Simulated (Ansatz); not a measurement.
# linear La chain under tension and compression

Wanted: energy, moment and open channels of the linear La chain from 12 % compression to 30 % stretch.

Method: DFT PBE, plane waves, PAW; relaxation of a chain's period, in the first sound run; inputs show where later runs differ, in Ansatz 0.2.0.

This is a report of a sequence of runs, with most program output left out.

### 1. The structure

The cell holds 1 atom: 1 La. Cell: a = 7.500 Å, b = 7.500 Å, c = 3.850 Å, α = 90.0°, β = 90.0°, γ = 90.0°. Vacuum lies along a and b. The structure's axis is c.

### 2. Relaxing the period

Band widths follow the bond lengths, so the chain is relaxed first. The atoms and the third cell vector are free; the box across stays fixed as vacuum. Moments are seeded so that a magnetic state can form if it lies lower. A Fermi-Dirac smearing is set since the result may be a metal. The pressure printed is a third of the stress's trace over the whole box, vacuum included; only the stress along the axis is relaxed.

input.yaml

```yaml
crystal:
  lattice:
    - [7.5, 0.0, 0.0]
    - [0.0, 7.5, 0.0]
    - [0.0, 0.0, 3.8502]
  atoms:
    - { symbol: La, position: [0.5, 0.5, 0.0], spin: 1.0 }
magnetization:
  spin_polarized: true
kpoints:
  mp_grid: { grid: [1, 1, 21] }
scf:
  occupations: { method: fermi_dirac, width: 0.05 }
hamiltonian:
  xc: pbe
relax:
  cell: { fix: [a, b, alpha, beta, gamma] }
  max_steps: 60
```

Command:

```sh
> ansatz run input.yaml --threads 4 --pin off --max-ram 8192MiB --backend cpu --events-out ev --progress --plain --runs-dir out
```

Run time: 15 s. Hardware: 4 threads of Arm Neoverse V1, shared host; peak memory 0.48 GiB.

Relaxation path:

| step | energy less that of the first step (eV) | largest force component (eV/Å) | pressure (GPa) | volume (Å³) |
| --- | --- | --- | --- | --- |
| 1 | 0.0000 | 0.0000 | -1.14 | 216.57 |
| 2 | -0.0940 | 0.0000 | -1.07 | 209.37 |
| 3 | -0.2089 | 0.0000 | -0.95 | 198.81 |
| 4 | -0.3787 | 0.0000 | -1.17 | 187.98 |
| 5 | -0.5111 | 0.0000 | -0.96 | 177.42 |
| 6 | -0.5693 | 0.0000 | -0.42 | 166.86 |
| 7 | -0.5694 | 0.0000 | -0.47 | 167.53 |
| 8* | -0.5691 | 0.0000 | -0.47 | 167.53 |

Relaxation steps marked * repeat the geometry before them on a plane-wave basis chosen anew for their cell, so energy and pressure can jump there.

| cell as run | before | after | change |
| --- | --- | --- | --- |
| c (Å) | 3.850 | 2.978 | -22.6 % |

The relaxed structure:

```xyz
1
Lattice="7.5000 0.0000 0.0000 0.0000 7.5000 0.0000 0.0000 0.0000 2.9783" Properties=species:S:1:pos:R:3
La    3.7500    3.7500    0.0000
```

This step gave:

```yaml
energy_at_zero_smearing: -6247.9920 eV
cell_length_along_the_wire: 2.978 Å
```

The cell's length comes to 2.978 Å with no moment. That is -23 % against the start, more than a small adjustment.

The cell shrank by 22.6 % in its periodic edges.

### 3. The chain at a fixed length, period over the relaxed period 0.88, k-mesh 1×1×31

This step: DFT PBE, plane waves, PAW; channels and complex bands of a perfect chain (Ansatz 0.2.0).

The period is set to 0.88 times the relaxed one: shorter bonds widen the bands.

The cell differs from the one that the last finished run ended in (c 2.978 → 2.621 Å).

input.yaml, the sections that differ from step 2:

```yaml
crystal:
  lattice:
    - [7.5, 0.0, 0.0]
    - [0.0, 7.5, 0.0]
    - [0.0, 0.0, 2.6208983375]
  atoms:
    - { symbol: La, position: [0.5, 0.5, 0.0], spin: 1.0 }
kpoints:
  mp_grid: { grid: [1, 1, 31] }
output:
  transmission:
    e_range: [-2, 2]
    de: 0.035
    kmesh: [1, 1]
    reduced_basis: true
    leads: [[0, 0]]
  stress: true
# magnetization, scf, hamiltonian: as in step 2
# relax: removed
```

It took 48 s on 4 threads; peak memory 0.64 GiB.

Numbers from this step:

| Quantity | Value |
| --- | --- |
| energy at zero smearing | -6247.6737 eV |
| total moment | 0.1149 μB |
| absolute moment | 0.1151 μB |
| channels at the energy nearest the Fermi level, spin up | 5 |
| channels at the energy nearest the Fermi level, spin down | 3 |
| conductance of the lead as this run defines it | 3.930 G₀ |
| band gap | 0 eV |

The open channels of the lead by energy, zero at the Fermi level:

| energy (eV) | spin up | spin down |
| --- | --- | --- |
| -2.00 | 0 | 0 |
| -1.90 | 0 | 0 |
| -1.79 | 0 | 0 |
| -1.69 | 2 | 0 |
| -1.58 | 2 | 2 |
| -1.48 | 2 | 2 |
| -1.37 | 2 | 2 |
| -1.23 | 3 | 2 |
| -1.12 | 3 | 3 |
| -1.02 | 3 | 3 |
| -0.92 | 3 | 3 |
| -0.81 | 3 | 3 |
| -0.70 | 3 | 3 |
| -0.60 | 3 | 3 |
| -0.49 | 3 | 3 |
| -0.39 | 3 | 3 |
| -0.28 | 3 | 3 |
| -0.18 | 3 | 3 |
| -0.07 | 3 | 3 |
| -0.01 | 5 | 3 |
| 0.07 | 5 | 4 |
| 0.17 | 5 | 5 |
| 0.28 | 5 | 5 |
| 0.38 | 6 | 6 |
| 0.48 | 6 | 6 |
| 0.59 | 6 | 6 |
| 0.69 | 6 | 6 |
| 0.80 | 6 | 6 |
| 0.91 | 6 | 6 |
| 1.01 | 5 | 6 |
| 1.11 | 5 | 5 |
| 1.22 | 3 | 3 |
| 1.36 | 3 | 3 |
| 1.47 | 3 | 3 |
| 1.57 | 1 | 1 |
| 1.68 | 1 | 1 |
| 1.78 | 3 | 3 |
| 1.89 | 3 | 3 |
| 1.99 | 3 | 3 |

At the computed energy nearest the Fermi level there are 5 spin-up and 3 spin-down channels, and the thermal average gives 3.93 G₀.

### 4. The chain at a fixed length, period over the relaxed period 0.92, k-mesh 1×1×30

The period is set to 0.92 times the relaxed one: shorter bonds widen the bands.

The cell differs from the one that the last finished run ended in (c 2.621 → 2.740 Å).

Edit input.yaml of step 3 so:

```diff
@@ -4,3 +4,3 @@
     - [0.0, 7.5, 0.0]
-    - [0.0, 0.0, 2.6208983375]
+    - [0.0, 0.0, 2.7400300801]
   atoms:
@@ -10,3 +10,3 @@
 kpoints:
-  mp_grid: { grid: [1, 1, 31] }
+  mp_grid: { grid: [1, 1, 30] }
 scf:
```

It took 43 s on 4 threads; peak memory 0.62 GiB.

At the computed energy nearest the Fermi level there are 4 spin-up and 4 spin-down channels, and the thermal average gives 4.01 G₀.

### 5. The chain at a fixed length, period over the relaxed period 0.96, k-mesh 1×1×28

The period is set to 0.96 times the relaxed one: shorter bonds widen the bands.

The cell differs from the one that the last finished run ended in (c 2.740 → 2.859 Å).

Edit input.yaml of step 4 so:

```diff
@@ -4,3 +4,3 @@
     - [0.0, 7.5, 0.0]
-    - [0.0, 0.0, 2.7400300801]
+    - [0.0, 0.0, 2.8591618227]
   atoms:
@@ -10,3 +10,3 @@
 kpoints:
-  mp_grid: { grid: [1, 1, 30] }
+  mp_grid: { grid: [1, 1, 28] }
 scf:
```

The job ended after 37 s (4 threads; peak memory 0.52 GiB; 2.2 min of CPU time).

At the computed energy nearest the Fermi level there are 4 spin-up and 4 spin-down channels, and the thermal average gives 4.00 G₀.

### 6. At a set period, period over the relaxed period 1, k-mesh 1×1×27

The period is set to 1.0 times the relaxed one, as the point of reference.

Edit input.yaml of step 5 so:

```diff
@@ -4,3 +4,3 @@
     - [0.0, 7.5, 0.0]
-    - [0.0, 0.0, 2.8591618227]
+    - [0.0, 0.0, 2.9782935653]
   atoms:
@@ -10,3 +10,3 @@
 kpoints:
-  mp_grid: { grid: [1, 1, 28] }
+  mp_grid: { grid: [1, 1, 27] }
 scf:
```

Run time: 33 s. Hardware: 4 threads; peak memory 0.51 GiB; 2 min of CPU time.

Open channels of the lead against energy, zero at the Fermi level:

| energy (eV) | spin up | spin down |
| --- | --- | --- |
| -1.090 | 0 | 0 |
| -0.985 | 1 | 1 |
| -0.915 | 1 | 1 |
| -0.810 | 3 | 3 |
| -0.705 | 3 | 3 |
| -0.600 | 3 | 3 |
| -0.495 | 4 | 4 |
| -0.390 | 4 | 4 |
| -0.285 | 4 | 4 |
| -0.215 | 4 | 4 |
| -0.110 | 4 | 4 |
| -0.005 | 4 | 4 |
| 0.100 | 4 | 4 |
| 0.205 | 4 | 4 |
| 0.310 | 5 | 5 |
| 0.415 | 5 | 5 |
| 0.485 | 5 | 5 |
| 0.590 | 5 | 5 |
| 0.695 | 6 | 6 |
| 0.800 | 6 | 6 |
| 0.905 | 6 | 6 |
| 1.010 | 3 | 3 |
| 1.115 | 3 | 3 |
| 1.185 | 1 | 1 |
| 1.290 | 3 | 3 |
| 1.395 | 1 | 1 |
| 1.500 | 1 | 1 |
| 1.605 | 1 | 1 |
| 1.710 | 3 | 3 |
| 1.815 | 3 | 3 |
| 1.885 | 3 | 3 |

At the computed energy nearest the Fermi level there are 4 spin-up and 4 spin-down channels, and the thermal average gives 4.00 G₀.

### 7. At a set period, period over the relaxed period 1.04, k-mesh 1×1×26

The period is set to 1.04 times the relaxed one: longer bonds narrow the bands.

The cell differs from the one that the last finished run ended in (c 2.978 → 3.097 Å).

Edit input.yaml of step 6 so:

```diff
@@ -4,3 +4,3 @@
     - [0.0, 7.5, 0.0]
-    - [0.0, 0.0, 2.9782935653]
+    - [0.0, 0.0, 3.0974253079]
   atoms:
@@ -10,3 +10,3 @@
 kpoints:
-  mp_grid: { grid: [1, 1, 27] }
+  mp_grid: { grid: [1, 1, 26] }
 scf:
```

The job ended after 30 s (4 threads; peak memory 0.51 GiB; 1.8 min of CPU time).

At the computed energy nearest the Fermi level there are 4 spin-up and 4 spin-down channels, and the thermal average gives 4.00 G₀. The change of length costs 0.033 eV a cell and leaves no moment.

### 8. At a set period, period over the relaxed period 1.08, k-mesh 1×1×25

The period is set to 1.08 times the relaxed one: longer bonds narrow the bands.

The cell differs from the one that the last finished run ended in (c 3.097 → 3.217 Å).

Edit input.yaml of step 7 so:

```diff
@@ -4,3 +4,3 @@
     - [0.0, 7.5, 0.0]
-    - [0.0, 0.0, 3.0974253079]
+    - [0.0, 0.0, 3.2165570506]
   atoms:
@@ -10,3 +10,3 @@
 kpoints:
-  mp_grid: { grid: [1, 1, 26] }
+  mp_grid: { grid: [1, 1, 25] }
 scf:
```

Wall time 30 s (4 threads); peak memory 0.5 GiB; 1.8 min of CPU time.

At the computed energy nearest the Fermi level there are 4 spin-up and 4 spin-down channels, and the thermal average gives 4.00 G₀. The change of length costs 0.100 eV a cell and leaves no moment.

### 9. At a set period, period over the relaxed period 1.13, k-mesh 1×1×24

The period is set to 1.13 times the relaxed one: longer bonds narrow the bands.

The cell differs from the one that the last finished run ended in (c 3.217 → 3.365 Å).

Edit input.yaml of step 8 so:

```diff
@@ -4,3 +4,3 @@
     - [0.0, 7.5, 0.0]
-    - [0.0, 0.0, 3.2165570506]
+    - [0.0, 0.0, 3.3654717288]
   atoms:
@@ -10,3 +10,3 @@
 kpoints:
-  mp_grid: { grid: [1, 1, 25] }
+  mp_grid: { grid: [1, 1, 24] }
 scf:
```

Elapsed: 52 s, on 4 threads; peak memory 0.56 GiB.

The open channels of the lead by energy, zero at the Fermi level:

| energy (eV) | spin up | spin down |
| --- | --- | --- |
| -1.510 | 0 | 0 |
| -1.405 | 1 | 1 |
| -1.300 | 1 | 1 |
| -1.195 | 1 | 1 |
| -1.090 | 1 | 1 |
| -0.985 | 1 | 1 |
| -0.915 | 1 | 1 |
| -0.810 | 1 | 1 |
| -0.705 | 1 | 1 |
| -0.600 | 1 | 1 |
| -0.495 | 1 | 1 |
| -0.390 | 3 | 3 |
| -0.285 | 3 | 3 |
| -0.215 | 4 | 4 |
| -0.110 | 4 | 4 |
| -0.005 | 4 | 4 |
| 0.100 | 4 | 4 |
| 0.205 | 4 | 4 |
| 0.310 | 4 | 4 |
| 0.415 | 5 | 5 |
| 0.485 | 5 | 5 |
| 0.590 | 5 | 5 |
| 0.695 | 4 | 4 |
| 0.800 | 1 | 1 |
| 0.905 | 1 | 1 |
| 1.010 | 3 | 3 |
| 1.115 | 3 | 3 |
| 1.185 | 3 | 3 |
| 1.290 | 6 | 6 |
| 1.395 | 6 | 6 |
| 1.500 | 6 | 6 |
| 1.605 | 6 | 6 |
| 1.710 | 6 | 6 |
| 1.815 | 4 | 4 |
| 1.885 | 3 | 3 |

At the computed energy nearest the Fermi level there are 4 spin-up and 4 spin-down channels, and the thermal average gives 4.00 G₀. The change of length costs 0.214 eV a cell and leaves no moment.

### 10. At a set period, period over the relaxed period 1.2, k-mesh 1×1×23

The period is set to 1.2 times the relaxed one: longer bonds narrow the bands.

The cell differs from the one that the last finished run ended in (c 3.365 → 3.574 Å).

Edit input.yaml of step 9 so:

```diff
@@ -4,3 +4,3 @@
     - [0.0, 7.5, 0.0]
-    - [0.0, 0.0, 3.3654717288]
+    - [0.0, 0.0, 3.5739522784]
   atoms:
@@ -10,3 +10,3 @@
 kpoints:
-  mp_grid: { grid: [1, 1, 24] }
+  mp_grid: { grid: [1, 1, 23] }
 scf:
```

Elapsed: 43 s, on 4 threads; peak memory 0.55 GiB.

At the computed energy nearest the Fermi level there are 5 spin-up and 1 spin-down channels, and the thermal average gives 2.98 G₀. The change of length costs 0.386 eV a cell and leaves an absolute moment of 1.99 μB a cell.

For the conductance of the lead as this run defines it, step 3 gave 3.93 G₀; this run, with period over the relaxed period 1.2 and k-mesh 1×1×23, gives 2.98 G₀ (-24 %).

### 11. At a set period, period over the relaxed period 1.3, k-mesh 1×1×21

The period is set to 1.3 times the relaxed one: longer bonds narrow the bands.

The cell differs from the one that the last finished run ended in (c 3.574 → 3.872 Å).

Edit input.yaml of step 10 so:

```diff
@@ -4,3 +4,3 @@
     - [0.0, 7.5, 0.0]
-    - [0.0, 0.0, 3.5739522784]
+    - [0.0, 0.0, 3.8717816349]
   atoms:
@@ -10,3 +10,3 @@
 kpoints:
-  mp_grid: { grid: [1, 1, 23] }
+  mp_grid: { grid: [1, 1, 21] }
 scf:
```

The job ended after 40 s (4 threads; peak memory 0.54 GiB).

At the computed energy nearest the Fermi level there are 5 spin-up and 1 spin-down channels, and the thermal average gives 2.86 G₀. The change of length costs 0.593 eV a cell and leaves an absolute moment of 1.90 μB a cell.

Between step 3 and this run (period over the relaxed period 1.3 and k-mesh 1×1×21) the value for the conductance of the lead as this run defines it moves from 3.93 G₀ to 2.86 G₀ (-27 %).

### 12. Comparing the runs

Times are for 4 threads of Arm Neoverse V1, shared host. Results by setting:

| no. | period over the relaxed period | conductance of the lead as this run defines it (G₀) | absolute moment (μB) | energy at zero smearing less the lowest (eV) | time | memory (GiB) |
| --- | --- | --- | --- | --- | --- | --- |
| 1 | 0.88 | 3.930 | 0.1151 | 0.3171 | 48 s | 0.64 |
| 2 | 0.92 | 4.008 | 0 | 0.1152 | 43 s | 0.62 |
| 3 | 0.96 | 4.000 | 0 | 0.01624 | 37 s | 0.52 |
| 4 | 1 | 4.000 | 0 | 0 | 33 s | 0.51 |
| 5 | 1.04 | 4.000 | 0 | 0.03278 | 30 s | 0.51 |
| 6 | 1.08 | 4.000 | 0 | 0.09955 | 30 s | 0.5 |
| 7 | 1.13 | 4.000 | 0 | 0.2141 | 52 s | 0.56 |
| 8 | 1.2 | 2.982 | 1.989 | 0.3856 | 43 s | 0.55 |
| 9 | 1.3 | 2.856 | 1.902 | 0.5931 | 40 s | 0.54 |

### 13. The same system on other settings

This step: DFT PBE, plane waves, PAW; channels and complex bands of a perfect chain; changed: scf.mixing.algorithm = "anderson", scf.mixing.beta = 0.1, scf.mixing.ndim = 4 (Ansatz 0.2.0).

The atoms of the run at the relaxed period are kept and the input is varied, to see whether the result depends on it.

input.yaml, the sections that differ from step 11:

```yaml
crystal:
  lattice:
    - [7.5, 0.0, 0.0]
    - [0.0, 7.5, 0.0]
    - [0.0, 0.0, 2.9782935653]
  atoms:
    - { symbol: La, position: [0.5, 0.5, 0.0], spin: 1.0 }
kpoints:
  mp_grid: { grid: [1, 1, 27] }
scf:
  occupations: { method: fermi_dirac, width: 0.05 }
  mixing: { algorithm: anderson, beta: 0.1, ndim: 4 }
# magnetization, hamiltonian, output: as in step 11
```

Run time: 40 s. Hardware: 4 threads; peak memory 0.51 GiB; 2.4 min of CPU time.

Numbers from this step:

| Property | Result |
| --- | --- |
| energy at zero smearing | -6247.9908 eV |
| channels at the energy nearest the Fermi level, spin up | 4 |
| channels at the energy nearest the Fermi level, spin down | 4 |
| conductance of the lead as this run defines it | 4.000 G₀ |

Open channels of the lead against energy, zero at the Fermi level:

| energy (eV) | spin up | spin down |
| --- | --- | --- |
| -1.195 | 0 | 0 |
| -0.985 | 1 | 1 |
| -0.810 | 3 | 3 |
| -0.600 | 3 | 3 |
| -0.390 | 4 | 4 |
| -0.215 | 4 | 4 |
| -0.005 | 4 | 4 |
| 0.205 | 4 | 4 |
| 0.415 | 5 | 5 |
| 0.590 | 5 | 5 |
| 0.800 | 6 | 6 |
| 1.010 | 3 | 3 |
| 1.185 | 1 | 1 |
| 1.395 | 1 | 1 |
| 1.605 | 1 | 1 |
| 1.815 | 3 | 3 |

It took 40 s against 33 s for the run it varies, and the conductance is 4.00 G₀ against 4.00 G₀.

The channels at the energy nearest the Fermi level, spin up, channels at the energy nearest the Fermi level, spin down and conductance of the lead as this run defines it stay within 0.2 % plus 0.001 of the run it varies.

### 14. Outcome

* relaxed cell length: 2.978 Å
* conductance at period × 0.88: 3.93 G₀
* conductance at period × 1.0: 4.00 G₀
* conductance at period × 1.13: 4.00 G₀
* conductance at period × 1.3: 2.86 G₀
* absolute moment at period × 0.88: 0.115 μB
* absolute moment at period × 1.0: 0 μB
* absolute moment at period × 1.3: 1.90 μB

**Reading.** The moment is 0.12 μB at the shortest period and 1.90 μB at the longest; it jumps by 1.99 μB between two neighbouring lengths, a change of magnetic state rather than a smooth growth. The conductance goes from 3.93 G₀ at the shortest period to 2.86 G₀ at the longest, while the magnetic state changes too. Transport is coherent and elastic here: the atoms are frozen, so scattering by vibrations plays no part. Spin-orbit coupling is left out, which matters for the bands of heavy atoms. No search over magnetic orders was made; another may lie lower. For the perfect chain only parallel moments were started; its antiparallel and spiral orders were not tested. Conductances of a perfect chain off the multiples of half a G0 come from band edges within the thermal window; the square box also splits pairs of bands that an isolated chain keeps degenerate, which moves such edges. The lead's cell of one atom keeps the chain straight and evenly spaced; a zigzag or dimerised form may lie lower.

[Logs are printed without paths, hosts, clocks, repeated set-up lines and the standing remarks that a program may print on its own settings, such as how far it seeks lower states.]

[Hosts, paths, dates, database ids (printed as entryN), source tags and the programs' standing remarks are cut or masked in the printed files.]
